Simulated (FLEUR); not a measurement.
Computed results, one entry a study.

**Magnetic state of RbMnF3 from several starts**

The structure is cubic, space group Pm-3m (No. 221). Conventional cell: a = 4.232 Å, b = 4.232 Å, c = 4.232 Å, α = 90.00°, β = 90.00°, γ = 90.00°. Nearest to Rb lie 12 F at 2.99 Å. Nearest to Mn lie 6 F at 2.12 Å. Nearest to F lie 2 Mn at 2.12 Å and 4 Rb at 2.99 Å. Nearest to F lie 2 Mn at 2.12 Å and 4 Rb at 2.99 Å. Farther neighbours and most contacts between anions are not listed.

```yaml
method: LDA (VWN) with U = 4.9 eV, J = 0.9 eV on Mn d; all-electron FLAPW, Dirac cores, scalar-relativistic bands (and 1 further level or step)
program: FLEUR MaX-R8.1
settings_of_one_run: kmax 4.26 1/bohr, gmax 12.8 1/bohr, muffin tin radii Rb: 2.8, Mn: 2.49, F: 1.41 bohr, lmax Rb: [10, 8], Mn: [10, 8], F: [6, 4], hist occupations, smearing width 0.08 eV, mixer Anderson, mixing 0.05, max iterations 130, stop 0.0001 me/bohr³, collinear spin, 6×6×3 k-mesh, double counting FLL, mesh matched on, starting moments 0 0 4.5 -4.5 0 0 0 0 0 0 μB
cost: 3 runs, 9.3 min in all on 4 MPI ranks of AMD EPYC 9R45, shared host (the runs of this entry)
notes: This is the lowest of 2 finished starts, no proof of the ground state.
lowest_state_found: antiferromagnetic (initial antiferro q=(0,0,1/2) +-)
largest_site_spin_moment: 4.70 μB
next_finished_state: ferromagnetic, 10.2 meV a seeded atom higher
orbital_moment_on_the_atom_of_largest_spin_along_its_spin_spin_orbit_run: -4.9e-4 μB
```

The lowest state found is antiferromagnetic, reached from the start antiferro q=(0,0,1/2) +-, with moments up to 4.70 μB. The next finished state costs 10 meV a seeded atom.

[Logs and program files are shortened in this print: banners, set-up blocks, solver, clock and traceback lines can be left out without a mark of their own.]

[Logs are printed without paths, hosts, clocks, repeated set-up lines and the standing remarks that a program may print on its own settings, such as how far it seeks lower states.]

[Hosts, paths, dates, database ids (printed as entryN), source tags and the programs' standing remarks are cut or masked in the printed files.]

[Where a cell is said to come from a database of computed structures, the database is the Materials Project.]
